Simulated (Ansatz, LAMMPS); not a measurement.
# Molecular dynamics of a frame of liquid (Cs,Li)Cl from 1300 K, run at 300 K (106 atoms)

How do the atoms of a frame of liquid (Cs,Li)Cl from 1300 K, run at 300 K (106 atoms) move, and what local order do they keep?

Method: Kohn-Sham DFT, PBEsol, PAW (set soft_2), plane waves, in Ansatz 0.2.0.

### 1. The starting structure

The cell holds 106 atoms: 12 Cs, 41 Li and 53 Cl. Its edges and angles: a = 14.984 Å, b = 14.984 Å, c = 14.984 Å, α = 90.0°, β = 90.0°, γ = 90.0°. 106 atoms (12 Cs, 41 Li, 53 Cl) placed at random at 1.85 g/cm³, melted at 1800 K for 10 ps at fixed volume with the Lennard-Jones and Coulomb ion parameters for SPC/E (Joung and Cheatham, J. Phys. Chem. B 112, 9020 (2008)), full charges. Snapshot at the end of a hold of 20 ps at 1300 K and fixed volume.

Before any run, some limits are plain. The starting topology of bonds comes from the classical model, and needn't be the one that DFT or experiment would give. The cell was made at 1300 K but the dynamics is set to 300 K: the trajectory isn't one at 1300 K. The ion parameters were fitted for water, not for melts, so the starting structure of this cell may lie well off the real melt's. Sampling is at Γ alone, for a cell whose shortest periodic width is 15 Å. No spin–orbit coupling is included, so levels derived from the heavy atoms are approximate.

### 2. Dynamics started at 300 K

A Langevin thermostat couples each atom to a heat bath, at the price of damped dynamics. The time step is 1.0 fs.

Contents of input.yaml:

```yaml
crystal:
  lattice:
    - [14.9841, 0.0, 0.0]
    - [0.0, 14.9841, 0.0]
    - [0.0, 0.0, 14.9841]
  atoms:
    - { symbol: Cs, position: [0.28648, 0.22948, 0.3865] }
    - { symbol: Cs, position: [0.28481, 0.88794, 0.38241] }
    - { symbol: Cs, position: [0.76026, 0.51163, 0.27124] }
    - { symbol: Cs, position: [0.1653, 0.99809, 0.87482] }
    [... 96 atom lines left out ...]
    - { symbol: Cl, position: [0.60998, 0.72018, 0.47702] }
    - { symbol: Cl, position: [0.83751, 0.86094, 0.35544] }
    - { symbol: Cl, position: [0.37511, 0.05291, 0.31483] }
    - { symbol: Cl, position: [0.7764, 0.33539, 0.44702] }
    - { symbol: Cl, position: [0.31268, 0.74232, 0.19508] }
    - { symbol: Cl, position: [0.62038, 0.95271, 0.30941] }
kpoints:
  mp_grid: { grid: [1, 1, 1] }
hamiltonian:
  xc: pbesol
scf:
  occupations: { method: gaussian, width: 0.05 }
output:
  forces: true
md:
  timestep: 1.0
  n_steps: 70
  ensemble: nvt_langevin
  temperature: 300
  initial_velocities: maxwell_boltzmann
  seed: 3018
```

Started as:

```sh
$ ansatz run input.yaml --threads 4 --pin off --max-ram 8192MiB --backend cpu --events-out ev --progress --plain --runs-dir out
```

Run time: 24 min. Hardware: 4 threads of Arm Neoverse V1, shared host; peak memory 4.2 GiB; 1.6 h of CPU time.

The program notes that it switched symmetry off.

Rows from the run:

```
time (fs)  T (K)  potential (meV/atom)
      0.0    297                   0.0
      5.0    314                  -1.8
      9.0    340                  -4.4
     14.0    371                  -8.5
     19.0    408                 -12.9
     23.0    430                 -16.9
     28.0    444                 -22.5
     33.0    479                 -28.1
     37.0    498                 -32.0
     42.0    499                 -35.5
     47.0    505                 -37.7
     51.0    514                 -39.1
     56.0    505                 -40.5
     61.0    511                 -42.3
     65.0    508                 -43.8
     70.0    524                 -45.9
```

Mean square displacement from the first frame to the last: Cs 0.041 Å², Li 0.35 Å², Cl 0.11 Å².

Table of mean square displacement by time lag:

```
time lag (fs)  Cl (Å²)  Cs (Å²)  Li (Å²)
          1.0   3.3e-5   1.1e-5   1.5e-4
          2.0   1.3e-4   4.4e-5   5.9e-4
          3.0   2.9e-4   1.0e-4  0.00132
          5.0   8.1e-4   2.8e-4  0.00364
          8.0  0.00206   7.1e-4  0.00927
          9.0  0.00260   9.0e-4   0.0117
         10.0  0.00321  0.00111   0.0144
         12.0  0.00460  0.00160   0.0205
         13.0  0.00538  0.00188   0.0240
         15.0  0.00713  0.00250   0.0316
         16.0  0.00809  0.00284   0.0358
         19.0   0.0113  0.00401   0.0495
         20.0   0.0125  0.00444   0.0545
         22.0   0.0150  0.00536   0.0650
         23.0   0.0164  0.00586   0.0704
         25.0   0.0192  0.00691   0.0818
         26.0   0.0207  0.00747   0.0878
         27.0   0.0223  0.00804   0.0938
         30.0   0.0272  0.00989    0.113
         32.0   0.0307   0.0112    0.126
         33.0   0.0325   0.0119    0.132
         35.0   0.0363   0.0133    0.146
```

Over the second half of 70 fs the temperature averages 507 K with swings of 8 K r.m.s. From first frame to last Li has the largest mean square displacement, 0.35 Å² at the end; the farthest move is 1.51 Å. The mean temperature of 507 K lies well off the 300 K of the input, so the thermostat hasn't yet brought the run to equilibrium. The run spans 0.07 ps, too short for its means to be equilibrium values.

### 3. Structure statistics late in the run

The g(r) is a mean over the second half.

Density 1.85 g/cm³, 31.74 Å³ an atom.

Mean of 13 frames. g(r), total and by pair (bins of 0.2 Å):

```
r (Å)  total  Cl-Cl  Cl-Li  Cl-Cs  Li-Li  Li-Cs  Cs-Cs
 2.00   0.03   0.00   0.08   0.00   0.00   0.00   0.00
 2.20   1.37   0.00   3.55   0.00   0.00   0.00   0.00
 2.40   2.12   0.00   5.47   0.00   0.00   0.00   0.00
 2.60   1.46   0.00   3.67   0.00   0.26   0.00   0.00
 2.80   0.44   0.00   1.05   0.00   0.25   0.00   0.00
 3.00   0.53   0.00   0.96   0.76   0.51   0.00   0.00
 3.20   0.87   0.10   0.39   4.34   1.31   0.14   0.00
 3.40   0.88   0.65   0.36   3.29   0.96   0.69   0.00
 3.60   0.86   1.41   0.24   1.55   0.95   1.13   0.00
 3.80   1.31   2.49   0.42   1.07   1.81   1.54   0.00
 4.00   1.25   2.20   0.44   1.40   1.44   1.65   0.88
 4.20   1.14   1.61   0.36   1.01   1.91   2.16   0.25
 4.40   1.04   1.87   0.49   0.45   1.20   1.53   0.94
 4.60   0.93   1.18   0.63   0.43   1.34   1.52   0.72
 4.80   0.83   0.63   0.71   0.46   1.06   1.89   1.77
 5.00   0.86   0.74   0.83   0.87   0.70   1.31   2.91
 5.20   0.88   0.84   1.05   0.72   0.54   0.96   1.50
 5.40   1.01   0.56   1.51   0.79   0.60   0.88   2.20
 5.60   1.14   0.94   1.56   1.00   0.67   0.91   0.23
 5.80   0.96   0.65   1.31   1.19   0.54   0.80   0.25
 6.00   1.02   0.76   1.29   0.82   0.98   0.76   1.33
 6.20   1.09   1.01   1.25   1.30   0.76   0.96   0.98
 6.40   1.02   0.76   1.30   1.15   0.77   0.85   0.88
 6.60   0.99   0.73   1.08   1.38   1.02   0.87   0.66
 6.80   0.87   0.79   0.87   0.94   1.09   0.64   1.00
 7.00   0.95   1.25   0.83   0.98   1.10   0.52   0.00
 7.20   1.04   1.42   0.75   0.99   1.29   0.96   0.05
 7.40   1.05   1.19   0.85   0.93   1.36   1.08   1.38
```

### 4. Single point at the last frame

The last frame is solved once more, with the analyses that the dynamics left out.

Contents of input.yaml:

```yaml
crystal:
  lattice:
    - [14.9841, 0.0, 0.0]
    - [0.0, 14.9841, 0.0]
    - [0.0, 0.0, 14.9841]
  atoms:
    - { symbol: Cs, position: [0.28499, 0.24025, 0.39121] }
    - { symbol: Cs, position: [0.28522, 0.88416, 0.40179] }
    - { symbol: Cs, position: [0.76436, 0.49937, 0.27682] }
    - { symbol: Cs, position: [0.16905, 0.00388, 0.87383] }
    [... 96 atom lines left out ...]
    - { symbol: Cl, position: [0.61094, 0.71568, 0.47914] }
    - { symbol: Cl, position: [0.85638, 0.85206, 0.35056] }
    - { symbol: Cl, position: [0.40164, 0.06199, 0.30495] }
    - { symbol: Cl, position: [0.77535, 0.33155, 0.46098] }
    - { symbol: Cl, position: [0.30757, 0.74519, 0.20938] }
    - { symbol: Cl, position: [0.63508, 0.97448, 0.31036] }
kpoints:
  mp_grid: { grid: [1, 1, 1] }
hamiltonian:
  xc: pbesol
scf:
  occupations: { method: gaussian, width: 0.05 }
output:
  forces: true
  stress: true
  populations: true
  dos:
    method: { smearing: { sigma: 0.1 } }
    de: 0.1
    projected: { site_lists: { Cl: [Cl], Cs: [Cs], Li: [Li] } }
  eigenvalues: true
  write_density: true
  write_potential: true
  volumetric_format: npy
  elf: true
```

Elapsed: 65 s, on 4 threads; peak memory 4 GiB.

The program notes that the exchange-correlation potential is rough where the density is thin.

Numbers from this run:

```
free energy                                      : -131754.8828 eV
free energy per atom                             : -1242.9706 eV/atom
SCF cycles                                       : 8
pressure                                         : -0.9231 GPa
r.m.s. force component                           : 0.2805 eV/Å
longest force                                    : 1.301 eV/Å
Fermi energy                                     : 1.92 eV
gap (highest filled to lowest empty level) : 3.818 eV
spilling of the projection                       : 0.005948
```

Length of the force by element:

```
element  coordination  atoms  mean length of the force (eV/Å)  spread   least   most
     Cl           all     53                            0.439   0.222  0.0703   1.30
     Cs           all     12                            0.401   0.175   0.151  0.721
     Li           all     41                            0.445   0.209   0.141  0.874
```

Löwdin charges by element (they lack the spilled electrons, 0.034 e an atom on average):

```
element  coordination  atoms  mean charge (e)  spread   least    most
     Cl           all     53           -0.674  0.0158  -0.704  -0.644
     Cs           all     12            0.840  0.0111   0.823   0.864
     Li           all     41            0.713  0.0153   0.674   0.745
```

Density of states as counts of states in windows of 1 eV (from the Fermi level), total and the larger projections:

```
from (eV)  to (eV)  total   Cl p  Cs p  Li s  Cl s
      -18      -17    0.0    0.0   0.0   0.0   0.0
      -17      -16    6.9    0.0   0.0   0.5   6.3
      -16      -15   61.5    0.0   0.2   3.2  57.4
      -15      -14   37.6    0.0   0.1   1.3  35.8
      -14      -10    0.0    0.0   0.0   0.0   0.0
      -10       -9   11.9    0.3  11.5   0.0   0.0
       -9       -8   60.1    1.8  57.8   0.2   0.3
       -8       -6    0.0    0.0   0.0   0.0   0.0
       -6       -5   11.4   10.4   0.0   0.7   0.0
       -5       -4   88.7   82.7   0.5   3.7   0.3
       -4       -3  157.3  151.0   1.2   2.2   0.3
       -3       -2   59.1   57.7   0.4   0.3   0.1
       -2       -1    1.6    1.6   0.0   0.0   0.0
       -1        1    0.0    0.0   0.0   0.0   0.0
        1        2    1.9    0.0   0.0   0.9   0.3
        2        3   11.5    0.7   0.1   5.3   1.0
        3        4   60.0    2.2   0.1  15.0   1.8
        4        5   81.7    1.9   0.1  13.5   1.0
```

Between -26 and -18 eV lie 24 more states.

The stored curve holds about 520 of the 602 electrons; the rest, give or take the few that broadening carries across the Fermi level, lie in deeper levels below its range.

The levels nearest the highest filled one (over half full), pooled over k-points and spins:

```
level less the highest filled one (eV)  occupation
                                -0.569           2
                                -0.492           2
                                -0.486           2
                                -0.472           2
                                -0.300           2
                                     0           2
                                  3.82           0
                                  4.50           0
                                  4.69           0
                                  4.75           0
                                  4.79           0
                                  4.84           0
```

Mean Löwdin charges: Cl -0.67, Cs +0.84, Li +0.71 e (they miss 0.59 % of the electrons, so they add up to more than the cell's charge). The largest share in the top eV of filled states is Cl p (99 % of the projected weight), and in the lowest eV of empty states Li s (55 % of the projected weight).

### 5. Results

| Item | Value |
| --- | --- |
| mean temperature, second half | 507 K |
| temperature swing, second half | 7.803 K |
| free energy per atom | -1242.9706 eV/atom |
| pressure | -0.9231 GPa |
| r.m.s. force component | 0.2805 eV/Å |
| gap (highest filled to lowest empty level) | 3.818 eV |
| wall time of the 2 DFT runs | 26 min |

Over the second half of 70 fs the temperature averages 507 K with swings of 8 K r.m.s. The mean temperature of 507 K lies well off the 300 K of the input, so the thermostat hasn't yet brought the run to equilibrium. The run spans 0.07 ps, too short for its means to be equilibrium values. Between filled and empty levels lie 3.82 eV (at Γ alone); a semilocal functional tends to put such gaps too low. In a disordered cell it changes from sample to sample and from frame to frame.

What to keep in mind: The pressure of a single frame lacks the kinetic term, about 0.22 GPa here.

[Logs are printed without paths, hosts, clocks, repeated set-up lines and the standing remarks that a program may print on its own settings, such as how far it seeks lower states.]

[Hosts, paths, dates, database ids (printed as entryN), source tags and the programs' standing remarks are cut or masked in the printed files.]
